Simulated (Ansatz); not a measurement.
# Se on Ta(100): change of the work function, part 5 of 5

Wanted: Δφ(θ) for Se/Ta(100), starting from the top site.

Ansatz 0.2.0; plane-wave DFT, LDA, Ansatz PAW (the session's first sound run).

So far, work function, upper face (eV): step 2 (the clean slab) 3.98; step 5 (adsorbate added, k-mesh 9×9×1, coverage 1 ML) 5.90; step 7 (the slab at 0.25 ML, atoms frozen) 5.29; step 8 (the substrate of the 0.25 ML cell alone) 4.00; step 9 (the adsorbate layer of the 0.25 ML cell alone) 5.97.

**11. A changed input: kpoints.mp_grid.shift = [0.5, 0.5, 0.0]**

This step: plane-wave DFT, LDA, Ansatz PAW (Ansatz 0.2.0).

System of this step: Se/Ta(100). The cell holds 6 atoms: 5 Ta and 1 Se. Cell: a = 3.310 Å, b = 3.310 Å, c = 27.274 Å, α = 90.0°, β = 90.0°, γ = 90.0°. Vacuum lies along c.

A run with a changed input: it repeats the earlier run at 1 ML with kpoints.mp_grid.shift to [0.5, 0.5, 0.0].

input.yaml reads:

```yaml
crystal:
  lattice:
    - [3.31, 0.0, 0.0]
    - [0.0, 3.31, 0.0]
    - [0.0, 0.0, 27.27391153]
  atoms:
    - { symbol: Ta, position: [0.0, 0.0, 0.3299856711] }
    - { symbol: Ta, position: [0.5, 0.5, 0.3906663695] }
    - { symbol: Ta, position: [0.0, 0.0, 0.4486092454] }
    - { symbol: Ta, position: [0.5, 0.5, 0.5086813114] }
    - { symbol: Ta, position: [0.0, 0.0, 0.5583691768] }
    - { symbol: Se, position: [0.0, 0.0, 0.6700143289] }
kpoints:
  mp_grid: { grid: [9, 9, 1], shift: [0.5, 0.5, 0.0] }
hamiltonian:
  xc: lda
scf:
  occupations: { method: fermi_dirac, width: 0.1 }
  convergence: { dr2_threshold: 1.0e-08 }
efield:
  axis: 3
  dipole_correction: true
  ramp_position: 0.97
  ramp_width: 0.06
relax:
  f_tol: 0.02
  max_steps: 60
  constraints: [{ sites: [0, 1] }]
output:
  bader: true
  write_potential: true
  write_density: true
  volumetric_format: npy
```

Command:

```bash
> ansatz run input.yaml --threads 4 --pin off --max-ram 12288MiB --backend cpu --events-out ev --progress --plain --runs-dir out
```

Numbers of over 12 decimals in the logs are rounded to 6 here.

Output:

```text
[...]
Crystal: 6 atoms, lattice volume = 298.816 Å³
Basis set: ecut = 420 eV, 5899 PW (Γ)
Bands: 49, of which v1, the nominal top of the filled ones, is band 41 counted from 1 (40 counted from 0)
Symmetry: 8 space group operations
[...]
k-points: 15 of 81
[...]
SCF iter   1: F=—  HF=-53792.230707 eV  |F-HF|=—  |Δ(HF+E_count)|=         —  Δρ=6.69e-3  dr2=1.64e0  ethr=1.77e-3  p=-0.104 e·Å  D=-6.31e-2 V/Å  ΔV_dip=1.72 eV  dr2_dipole=6.18e-1  V_vac-E_F(+/−)=6.23/4.51 eV  ⟨swp⟩=8.7  Hψ=3418  notcnv=0
[...]
SCF iter   8: F=-53792.157520 eV  HF=-53792.157520 eV  |F-HF|=1.51e-9  |Δ(HF+E_count)|=   2.40e-8  Δρ=9.37e-7  dr2=6.75e-9  ethr=1.23e-11  p=-0.122 e·Å  D=-7.37e-2 V/Å  ΔV_dip=2.01 eV  dr2_dipole=9.76e-11  V_vac-E_F(+/−)=6.24/4.23 eV  ⟨swp⟩=11.6  Hψ=5607  notcnv=0
SCF 1 converged in 8 iterations: F = -53792.157520 eV  dr2 = 6.75e-9
[...]
relax step   1: F+E_penalty+E_count = -53792.15752018 eV  Δ(F+E_penalty+E_count) = +0.000e0 eV  max|allowed force component| = 2.593e0 eV/Å  Δτ_max = 0.0000 Å  (8 SCF iters, accepted)
[...]
SCF iter   9: F=-53792.840037 eV  HF=-53792.840037 eV  |F-HF|=1.58e-9  |Δ(HF+E_count)|=   3.16e-8  Δρ=7.72e-7  dr2=3.66e-9  ethr=1.23e-11  p=-0.108 e·Å  D=-6.52e-2 V/Å  ΔV_dip=1.78 eV  dr2_dipole=1.35e-9  V_vac-E_F(+/−)=5.98/4.20 eV  ⟨swp⟩=11.4  Hψ=5437  notcnv=0
SCF 2 converged in 9 iterations: F = -53792.840037 eV  dr2 = 3.66e-9
relax step   2: F+E_penalty+E_count = -53792.84003717 eV  Δ(F+E_penalty+E_count) = -6.825e-1 eV  max|allowed force component| = 1.824e0 eV/Å  Δτ_max = 0.1950 Å  (9 SCF iters, accepted)
SCF iter   1: F=—  HF=-53793.320899 eV  |F-HF|=—  |Δ(HF+E_count)|=         —  Δρ=9.73e-3  dr2=2.96e0  ethr=3.10e-3  p=-0.108 e·Å  D=-6.52e-2 V/Å  ΔV_dip=1.78 eV  dr2_dipole=6.64e-1  V_vac-E_F(+/−)=6.01/4.23 eV  ⟨swp⟩=6.1  Hψ=2035  notcnv=0
[...]
SCF iter   9: F=-53793.165175 eV  HF=-53793.165175 eV  |F-HF|=1.75e-10  |Δ(HF+E_count)|=   9.22e-9  Δρ=4.51e-7  dr2=2.14e-9  ethr=1.23e-11  p=-0.103 e·Å  D=-6.21e-2 V/Å  ΔV_dip=1.69 eV  dr2_dipole=1.31e-11  V_vac-E_F(+/−)=5.90/4.20 eV  ⟨swp⟩=11.0  Hψ=5275  notcnv=0
SCF 3 converged in 9 iterations: F = -53793.165175 eV  dr2 = 2.14e-9
[...]
relax step   3: F+E_penalty+E_count = -53793.16517535 eV  Δ(F+E_penalty+E_count) = -3.251e-1 eV  max|allowed force component| = 3.379e-1 eV/Å  Δτ_max = 0.1951 Å  (9 SCF iters, accepted)
[...]
relax step   4: F+E_penalty+E_count = -53793.18129246 eV  Δ(F+E_penalty+E_count) = -1.612e-2 eV  max|allowed force component| = 1.918e-1 eV/Å  Δτ_max = 0.1943 Å  (8 SCF iters, accepted)
[...]
relax step   5: F+E_penalty+E_count = -53793.19162123 eV  Δ(F+E_penalty+E_count) = -1.033e-2 eV  max|allowed force component| = 3.759e-2 eV/Å  Δτ_max = 0.0711 Å  (8 SCF iters, accepted)
SCF iter   1: F=—  HF=-53793.191513 eV  |F-HF|=—  |Δ(HF+E_count)|=         —  Δρ=2.00e-4  dr2=3.76e-4  ethr=5.06e-6  p=-0.103 e·Å  D=-6.26e-2 V/Å  ΔV_dip=1.71 eV  dr2_dipole=5.73e-7  V_vac-E_F(+/−)=5.91/4.20 eV  ⟨swp⟩=2.1  Hψ=1151  notcnv=0
[...]
SCF iter   6: F=-53793.191712 eV  HF=-53793.191712 eV  |F-HF|=3.42e-10  |Δ(HF+E_count)|=   1.08e-8  Δρ=5.77e-7  dr2=2.54e-9  ethr=1.23e-11  p=-0.103 e·Å  D=-6.25e-2 V/Å  ΔV_dip=1.70 eV  dr2_dipole=1.08e-10  V_vac-E_F(+/−)=5.91/4.20 eV  ⟨swp⟩=11.1  Hψ=5248  notcnv=0
SCF 6 converged in 6 iterations: F = -53793.191712 eV  dr2 = 2.54e-9
relax step   6: F+E_penalty+E_count = -53793.19171164 eV  Δ(F+E_penalty+E_count) = -9.042e-5 eV  max|allowed force component| = 1.106e-3 eV/Å  Δτ_max = 0.0038 Å  (6 SCF iters, accepted)
[...]
SCF converged after 6 iterations
Free energy (F): -53793.191712 eV
[...]
Internal energy: -53792.992526 eV  (E = F + TS)
E sigma→0 (E₀):  -53793.092119 eV
Entropy (-TS):   -0.199185 eV (-33.198 meV/atom)
Fermi energy:    3.142927 eV
Dipole field:    D = -0.062501 V/Å  (p = -0.103212 e·Å, saw-weighted, corrected)
Work function:   Φ+ = 5.9083 eV   Φ− = 4.2037 eV
[...]
--- Forces (eV/Å), atoms counted from 1 ---
  atom   1  Ta    -0.00000000     0.00000000     1.97384427
  atom   2  Ta     0.00000000     0.00000000    -1.97432025
  atom   3  Ta     0.00000000     0.00000000     0.00019842
  atom   4  Ta     0.00000000     0.00000000     0.00051048
  atom   5  Ta     0.00000000     0.00000000     0.00110623
  atom   6  Se    -0.00000000     0.00000000    -0.00079204
  max |Σ_I F_I| component: 5.47e-4 eV/Å
--- Band table (eV; the first three rows and the last of 15) ---
  k-point 0: bands = [... 37 lower, 3.0193, 3.4434, 3.4682, 3.6003, 3.6587, 3.9701, 4.4357, 4.5268, ... 4 higher]
  k-point 1: bands = [... 37 lower, 2.7254, 2.9056, 3.2291, 3.4062, 3.7805, 3.8333, 4.2157, 4.6432, ... 4 higher]
  k-point 2: bands = [... 37 lower, 2.5181, 2.8109, 3.0813, 3.3750, 3.4423, 3.8319, 4.3468, 4.5589, ... 4 higher]
  k-point 14: bands = [... 37 lower, 2.1592, 2.2080, 2.2080, 3.3817, 3.3817, 5.3443, 5.3443, 5.5899, ... 4 higher]
--- Relaxed structure (6 steps of the walk, 6 accepted, 0 SCFs on fresh bases) ---
  F+E_penalty+E_count = -53793.19171164 eV   max|allowed force component| = 1.106e-3 eV/Å
  atoms:
    - { symbol: Ta, position: [0.0, 0.0, 0.3299856711] }
    - { symbol: Ta, position: [0.5, 0.5, 0.3906663695] }
    - { symbol: Ta, position: [0, 0.0, 0.448004] }
    - { symbol: Ta, position: [0.5, 0.5, 0.507606] }
    - { symbol: Ta, position: [0, 0.0, 0.565281] }
    - { symbol: Se, position: [0, 0.0, 0.652621] }
--- Bader charges: 6 sites ---
  site symbol  charge [e]  shift [e]
     0     Ta     -0.0975     0.0000
     1     Ta      0.0528     0.0000
     2     Ta      0.0554     0.0000
     3     Ta     -0.0554     0.0000
     4     Ta      0.4417     0.0008
     5     Se     -0.3971     0.0008
  estimated error of the sums over rays = 8.3e-4 e
```

Wall time 48 s (4 threads of Arm Neoverse V1, shared host); peak memory 0.69 GiB; 3.2 min of CPU time.

Relaxation path:

```csv
step,energy less that of the first step (eV),largest force component (eV/Å)
1,0.0000,2.5933
2,-0.6825,1.8236
3,-1.0077,0.3379
4,-1.0238,0.1918
5,-1.0341,0.0376
6,-1.0342,0.0011
```

The run keeps the 8 symmetry operations that it works with, so distortions that break them were not tested.

The atoms that moved most (Å):

```csv
atom,dx,dy,dz,length
Se6,0.000,0.000,-0.474,0.474
Ta5,0.000,0.000,0.189,0.189
Ta4,0.000,0.000,-0.029,0.029
Ta3,0.000,0.000,-0.017,0.017
```

Final coordinates:

```
Ta Se
1.0
     3.31000    0.00000    0.00000
     0.00000    3.31000    0.00000
     0.00000    0.00000   27.27391
Ta Se
5 1
Direct
  0.00000 0.00000 0.32999
  0.50000 0.50000 0.39067
  0.00000 0.00000 0.44800
  0.50000 0.50000 0.50761
  0.00000 0.00000 0.56528
  0.00000 0.00000 0.65262
```

Numbers from this step:

```yaml
energy_at_zero_smearing: -53793.0921 eV
work_function_upper_face: 5.908 eV
work_function_lower_face: 4.204 eV
dipole_along_the_normal: -0.1032 e·Å
step_between_the_vacuum_levels: 1.705 eV
```

```csv
quantity,this run,earlier run,difference
"work function, upper face (eV)",5.908,5.904,0.0047
"work function, lower face (eV)",4.204,4.208,-0.0046
dipole along the normal (e·Å),-0.1032,-0.1027,-5.6e-4
```

What moves beyond 0.01 in its unit (for the dipole 0.5 % and 5e-5 e·Å): dipole along the normal (-0.000561 e·Å).

**12. The same run with other settings: magnetization = {"spin_polarized": true}**

This step: plane-wave DFT, LDA, Ansatz PAW, but for the change named below (Ansatz 0.2.0).

System of this step: Ta(100). The cell holds 5 atoms: 5 Ta. Its edges and angles: a = 3.310 Å, b = 3.310 Å, c = 24.620 Å, α = 90.0°, β = 90.0°, γ = 90.0°. Vacuum lies along c.

Another changed input: it repeats the earlier run at 0 ML with magnetization to spin_polarized: true.

input.yaml, the sections that differ from step 11:

```yaml
crystal:
  lattice:
    - [3.31, 0.0, 0.0]
    - [0.0, 3.31, 0.0]
    - [0.0, 0.0, 24.62]
  atoms:
    - { symbol: Ta, position: [0.0, 0.0, 0.3655564582], spin: 2.0 }
    - { symbol: Ta, position: [0.5, 0.5, 0.4327782291], spin: 3.0 }
    - { symbol: Ta, position: [0.0, 0.0, 0.5], spin: 1.0 }
    - { symbol: Ta, position: [0.5, 0.5, 0.5672217709], spin: 2.0 }
    - { symbol: Ta, position: [0.0, 0.0, 0.6344435418], spin: 3.0 }
kpoints:
  mp_grid: { grid: [9, 9, 1] }
output:
  write_potential: true
  write_density: true
  volumetric_format: npy
magnetization:
  spin_polarized: true
# hamiltonian, scf, efield, relax: as in step 11
```

Output:

```text
[...]
Crystal: 5 atoms, lattice volume = 269.739 Å³
Basis set: ecut = 420 eV, 5323 PW (Γ)
Bands: 46, of which v1, the nominal top of the filled ones, is band 33 counted from 1 (32 counted from 0)
Symmetry: 8 space group operations
k-points: 15 of 81
[...]
Starting moments: Σ|m| = 11 μB on 5 of 5 sites
[...]
SCF iter   1: F=—  HF=-48405.755046 eV  |F-HF|=—  |Δ(HF+E_count)|=         —  Δρ=3.53e-2 (↑3.53e-2 ↓2.95e-2)  dr2=3.36e1  dr2_m=1.89e0  M=4.030 μB ∫|m|=4.038 μB  β_m=0.47  ethr=3.10e-3  p=-0.000 e·Å  D=-4.87e-14 V/Å  ΔV_dip=0.00 eV  dr2_dipole=3.84e-2  V_vac-E_F(+/−)=7.19/7.19 eV  ⟨swp⟩=8.9  Hψ=6806  notcnv=0
[...]
spin=Collinear: LDOS preconditioning applied to the charge; magnetization (m = ρ↑ − ρ↓) channel mixes plain (no charge-response kernel on spin).
SCF iter   2: F=—  HF=-48406.173255 eV  |F-HF|=—  |Δ(HF+E_count)|=   4.18e-1  Δρ=2.22e-2 (↑2.22e-2 ↓1.88e-2)  dr2=1.56e1  dr2_m=6.77e-1  M=3.483 μB ∫|m|=3.494 μB  β_m=0.57  ethr=3.10e-3  p=-0.006 e·Å  D=-4.17e-3 V/Å  ΔV_dip=0.10 eV  dr2_dipole=4.83e-3  V_vac-E_F(+/−)=5.80/5.70 eV  ⟨swp⟩=3.2  Hψ=2457  notcnv=0  defer=53
density mixer auto → msr1: a metal under ldos (density of states about μ 1.84 of a free-electron gas's, 44 screened modes)
SCF iter   3: F=—  HF=-48408.173371 eV  |F-HF|=—  |Δ(HF+E_count)|=    2.00e0  Δρ=6.92e-3 (↑6.92e-3 ↓5.10e-3)  dr2=2.88e0  dr2_m=2.28e-2  M=1.493 μB ∫|m|=1.528 μB  β_m=0.64  ethr=3.10e-3  p=-0.010 e·Å  D=-6.80e-3 V/Å  ΔV_dip=0.17 eV  dr2_dipole=4.47e-2  V_vac-E_F(+/−)=2.93/2.76 eV  ⟨swp⟩=5.6  Hψ=3954  notcnv=0  defer=57
[...]
SCF iter  14: F=-48408.497364 eV  HF=-48408.497364 eV  |F-HF|=3.27e-10  |Δ(HF+E_count)|=  4.73e-10  Δρ=1.57e-7 (↑1.28e-7 ↓1.57e-7)  dr2=3.95e-10  dr2_m=2.39e-11  M=-0.000 μB ∫|m|=0.000 μB  ethr=7.96e-12  p=-0.000 e·Å  D=-1.49e-6 V/Å  ΔV_dip=0.00 eV  dr2_dipole=1.58e-10  V_vac-E_F(+/−)=4.19/4.19 eV  ⟨swp⟩=6.9  Hψ=8028  notcnv=0
WARN: the starting moments were not kept: the SCF closed with an absolute magnetisation of 1.9e-5 μB, where they sum to 11 μB in size (5 sites). That is at most 0.1 of that sum. Measured as dr2_m measures the in/out step, that magnetisation stands 1.0e-11 eV from none, at or under the dr2_threshold of 1.0e-8 eV: it is no larger than a step whose dr2_m would equal this threshold. The system may hold no moment; this SC [...]
SCF 1 converged in 14 iterations: F = -48408.497364 eV  dr2 = 3.95e-10
[...]
relax step   1: F+E_penalty+E_count = -48408.49736406 eV  Δ(F+E_penalty+E_count) = +0.000e0 eV  max|allowed force component| = 2.084e0 eV/Å  Δτ_max = 0.0000 Å  (14 SCF iters, accepted)
[...]
Starting moments: Σ|m| = 11 μB on 5 of 5 sites; this step starts from the density that it was given
[...]
SCF iter   1: F=—  HF=-48408.605002 eV  |F-HF|=—  |Δ(HF+E_count)|=         —  Δρ=1.16e-2 (↑1.08e-2 ↓1.16e-2)  dr2=6.25e-1  dr2_m=2.62e-1  M=-0.023 μB ∫|m|=0.173 μB  β_m=0.30  ethr=7.39e-4  p=-0.000 e·Å  D=-1.19e-6 V/Å  ΔV_dip=0.00 eV  dr2_dipole=2.84e-2  V_vac-E_F(+/−)=4.23/4.23 eV  ⟨swp⟩=1.6  Hψ=5721  notcnv=0  defer=22
[...]
eigensolver tolerance schedule calibrated: the retry pair's looser diagonalisation under-reported the residual by θ = 0.23 (0.37/decade); ethr = c·dr2/N_el runs at the constant in force after the calibration composes with the one it found (an armed cap, an earlier calibration), c = 7.2e-3
[...]
SCF iter   2: F=—  HF=-48408.688166 eV  |F-HF|=—  |Δ(HF+E_count)|=   8.32e-2  Δρ=8.03e-3 (↑7.86e-3 ↓8.03e-3)  dr2=2.19e-1  dr2_m=1.38e-1  M=-0.020 μB ∫|m|=0.137 μB  β_m=0.59  ethr=6.96e-5  p=0.005 e·Å  D=3.53e-3 V/Å  ΔV_dip=-0.09 eV  dr2_dipole=1.55e-2  V_vac-E_F(+/−)=4.14/4.22 eV  ⟨swp⟩=2.9  Hψ=2360  notcnv=0  defer=28
[...]
SCF iter  10: F=-48408.798462 eV  HF=-48408.798462 eV  |F-HF|=2.99e-9  |Δ(HF+E_count)|=   1.25e-9  Δρ=2.03e-7 (↑2.03e-7 ↓1.77e-7)  dr2=2.35e-9  dr2_m=8.87e-12  M=-0.000 μB ∫|m|=0.000 μB  ethr=1.11e-12  p=0.013 e·Å  D=8.77e-3 V/Å  ΔV_dip=-0.22 eV  dr2_dipole=8.34e-10  V_vac-E_F(+/−)=3.98/4.20 eV  ⟨swp⟩=6.7  Hψ=7954  notcnv=0
the starting moments were not kept: the SCF closed with an absolute magnetisation of 9.8e-6 μB, where they sum to 11 μB in size (5 sites). That is at most 0.1 of that sum. Measured as dr2_m measures the in/out step, that magnetisation stands 3.3e-12 eV from none, at or under the dr2_threshold of 1.0e-8 eV: it is no larger than a step whose dr2_m would equal this threshold.
SCF 2 converged in 10 iterations: F = -48408.798462 eV  dr2 = 2.35e-9
relax step   2: F+E_penalty+E_count = -48408.79846208 eV  Δ(F+E_penalty+E_count) = -3.011e-1 eV  max|allowed force component| = 6.501e-1 eV/Å  Δτ_max = 0.1949 Å  (10 SCF iters, accepted)
[...]
SCF iter  10: F=-48408.883570 eV  HF=-48408.883570 eV  |F-HF|=0.00e0  |Δ(HF+E_count)|=   2.05e-9  Δρ=1.66e-7 (↑1.66e-7 ↓1.27e-7)  dr2=2.52e-10  dr2_m=2.08e-11  M=0.000 μB ∫|m|=0.000 μB  ethr=3.91e-12  p=0.013 e·Å  D=8.98e-3 V/Å  ΔV_dip=-0.22 eV  dr2_dipole=2.65e-12  V_vac-E_F(+/−)=3.98/4.20 eV  ⟨swp⟩=6.6  Hψ=8274  notcnv=0
[...]
SCF 3 converged in 10 iterations: F = -48408.883570 eV  dr2 = 2.52e-10
relax step   3: F+E_penalty+E_count = -48408.88356952 eV  Δ(F+E_penalty+E_count) = -8.511e-2 eV  max|allowed force component| = 4.218e-1 eV/Å  Δτ_max = 0.1950 Å  (10 SCF iters, accepted)
[...]
relax step   4: F+E_penalty+E_count = -48408.89031522 eV  Δ(F+E_penalty+E_count) = -6.746e-3 eV  max|allowed force component| = 4.961e-2 eV/Å  Δτ_max = 0.0317 Å  (8 SCF iters, accepted)
SCF iter   1: F=—  HF=-48408.890219 eV  |F-HF|=—  |Δ(HF+E_count)|=         —  Δρ=2.90e-4 (↑2.76e-4 ↓2.90e-4)  dr2=1.73e-4  dr2_m=1.73e-4  M=-0.000 μB ∫|m|=0.004 μB  β_m=0.30  ethr=1.75e-6  p=0.013 e·Å  D=8.59e-3 V/Å  ΔV_dip=-0.21 eV  dr2_dipole=4.39e-5  V_vac-E_F(+/−)=3.98/4.20 eV  ⟨swp⟩=2.5  Hψ=2336  notcnv=0  defer=46
[...]
SCF iter   8: F=-48408.890431 eV  HF=-48408.890431 eV  |F-HF|=4.37e-11  |Δ(HF+E_count)|=  2.18e-10  Δρ=6.50e-8 (↑5.18e-8 ↓6.50e-8)  dr2=1.52e-11  dr2_m=7.33e-12  M=-0.000 μB ∫|m|=0.000 μB  ethr=1.62e-12  p=0.013 e·Å  D=8.66e-3 V/Å  ΔV_dip=-0.21 eV  dr2_dipole=1.18e-12  V_vac-E_F(+/−)=3.98/4.20 eV  ⟨swp⟩=5.9  Hψ=7223  notcnv=0
[...]
SCF 5 converged in 8 iterations: F = -48408.890431 eV  dr2 = 1.52e-11
relax step   5: F+E_penalty+E_count = -48408.89043131 eV  Δ(F+E_penalty+E_count) = -1.161e-4 eV  max|allowed force component| = 4.118e-3 eV/Å  Δτ_max = 0.0051 Å  (8 SCF iters, accepted)
[...]
SCF converged after 8 iterations
Magnetization: -0.0000 μB (32.5000 up, 32.5000 down)
Absolute magnetization: 0.0000 μB (∫|ρ↑−ρ↓|, with the PAW one-centre terms)
[...]
Per-site moments (μB) at R_I (Å): [(6.930172231954316e-8, 1.182449), (-1.0260294941644562e-7, 1.164938), (8.835353395313896e-7, 1.164938), (1.1625417730632644e-6, 1.115625), (-2.5502435259429658e-6, 1.115625)]
Free energy (F): -48408.890431 eV
[...]
Internal energy: -48408.733887 eV  (E = F + TS)
E sigma→0 (E₀):  -48408.812159 eV
Entropy (-TS):   -0.156545 eV (-31.309 meV/atom)
Fermi energy:    3.606978 eV
Dipole field:    D = 0.008661 V/Å  (p = 0.012911 e·Å, saw-weighted, corrected)
Work function:   Φ+ = 3.9827 eV   Φ− = 4.1959 eV
[...]
--- Forces (eV/Å), atoms counted from 1 ---
  atom   1  Ta    -0.00000000     0.00000000     2.05695403
  atom   2  Ta     0.00000000     0.00000000    -2.06108606
  atom   3  Ta    -0.00000000     0.00000000    -0.00340544
  atom   4  Ta    -0.00000000     0.00000000     0.00411820
  atom   5  Ta    -0.00000000     0.00000000     0.00331146
  max |Σ_I F_I| component: 1.08e-4 eV/Å
--- Band table (eV; the first three rows and the last of 30) ---
  k-point 0 ↑: bands = [... 29 lower, 3.7135, 3.7926, 4.0498, 4.0498, 4.2958, 4.2958, 4.6749, 4.6749, ... 9 higher]
  k-point 1 ↑: bands = [... 29 lower, 3.3089, 3.6050, 3.6114, 4.0170, 4.1517, 4.3026, 4.4593, 4.7970, ... 9 higher]
  k-point 2 ↑: bands = [... 29 lower, 2.9385, 2.9547, 3.3948, 3.6567, 4.1227, 4.1550, 4.6955, 5.2072, ... 9 higher]
  k-point 14 ↓: bands = [... 29 lower, 2.5746, 2.6175, 3.2371, 3.4018, 5.2366, 5.3658, 5.6153, 5.6165, ... 9 higher]
--- Relaxed structure (5 steps of the walk, 5 accepted, 0 SCFs on fresh bases) ---
  F+E_penalty+E_count = -48408.89043131 eV   max|allowed force component| = 4.118e-3 eV/Å
  atoms:
    - { symbol: Ta, position: [0.0, 0.0, 0.3655564582] }
    - { symbol: Ta, position: [0.5, 0.5, 0.4327782291] }
    - { symbol: Ta, position: [0, 0.0, 0.496967] }
    - { symbol: Ta, position: [0.5, 0.5, 0.563515] }
    - { symbol: Ta, position: [0, 0.0, 0.618559] }
```

The job ended after 56 s (4 threads; peak memory 0.73 GiB; 3.6 min of CPU time).

Step by step:

```csv
step,energy less that of the first step (eV),largest force component (eV/Å)
1,0.0000,2.0843
2,-0.3011,0.6501
3,-0.3862,0.4218
4,-0.3930,0.0496
5,-0.3931,0.0041
```

Forces are held to the 8 operations that the run works with; a distortion that breaks them can't arise in this run.

The atoms that moved most (Å):

```csv
atom,dx,dy,dz,length
Ta5,0.000,0.000,-0.391,0.391
Ta4,0.000,0.000,-0.091,0.091
Ta3,0.000,0.000,-0.075,0.075
```

The relaxed structure:

```xyz
5
Lattice="3.3100 0.0000 0.0000 0.0000 3.3100 0.0000 0.0000 0.0000 24.6200" Properties=species:S:1:pos:R:3
Ta    0.0000    0.0000    9.0000
Ta    1.6550    1.6550   10.6550
Ta    0.0000    0.0000   12.2353
Ta    1.6550    1.6550   13.8737
Ta    0.0000    0.0000   15.2289
```

Numbers from this step:

- energy at zero smearing: -48408.8122 eV
- work function, upper face: 3.983 eV
- work function, lower face: 4.196 eV
- dipole along the normal: 0.01291 e·Å
- step between the vacuum levels: -0.2132 eV

```csv
quantity,this run,earlier run,difference
"work function, upper face (eV)",3.983,3.983,-2.8e-4
"work function, lower face (eV)",4.196,4.196,2.3e-4
dipole along the normal (e·Å),0.01291,0.01288,3.1e-5
```

Nothing in the table moves by 0.01 in its unit (for the dipole 0.5 % and 5e-5 e·Å). The run took 50 SCF cycles against 42.

**13. Summary of results**

```yaml
work_function_of_the_clean_face: 3.98 eV
work_function_at_0p25_ml: 5.29 eV
work_function_at_0p5_ml: 5.99 eV
work_function_at_1_ml: 5.90 eV
dipole_per_adsorbate_at_0p25_ml_positive_end_outwards: -1.52 D
step_of_the_potential_from_the_moved_charge_at_0p25_ml_upper_less_lower_side_atoms_held: 1.27 eV
```

**Reading.** Se raises the work function of Ta(100) at the lowest coverage, by 1.31 eV: the adsorbate layer has its negative end outwards. The dipole per adsorbate falls from 1.52 to 0.56 D as the layer fills. Neighbouring dipoles depolarise each other, and heights and bonding change with coverage too. The slab has 5 layers, at the tabulated experimental lattice constant, one starting site was run, and quantum-size effects of a slab this thin can reach one or two tenths of an eV.

[Logs are printed without paths, hosts, clocks, repeated set-up lines and the standing remarks that a program may print on its own settings, such as how far it seeks lower states.]

[Hosts, paths, dates, database ids (printed as entryN), source tags and the programs' standing remarks are cut or masked in the printed files.]

[Maps of the electrostatic potential energy from Ansatz leave out the sawtooth potential of an applied field or a dipole correction, so their vacuum need not be flat; planar profiles and work functions include it.]
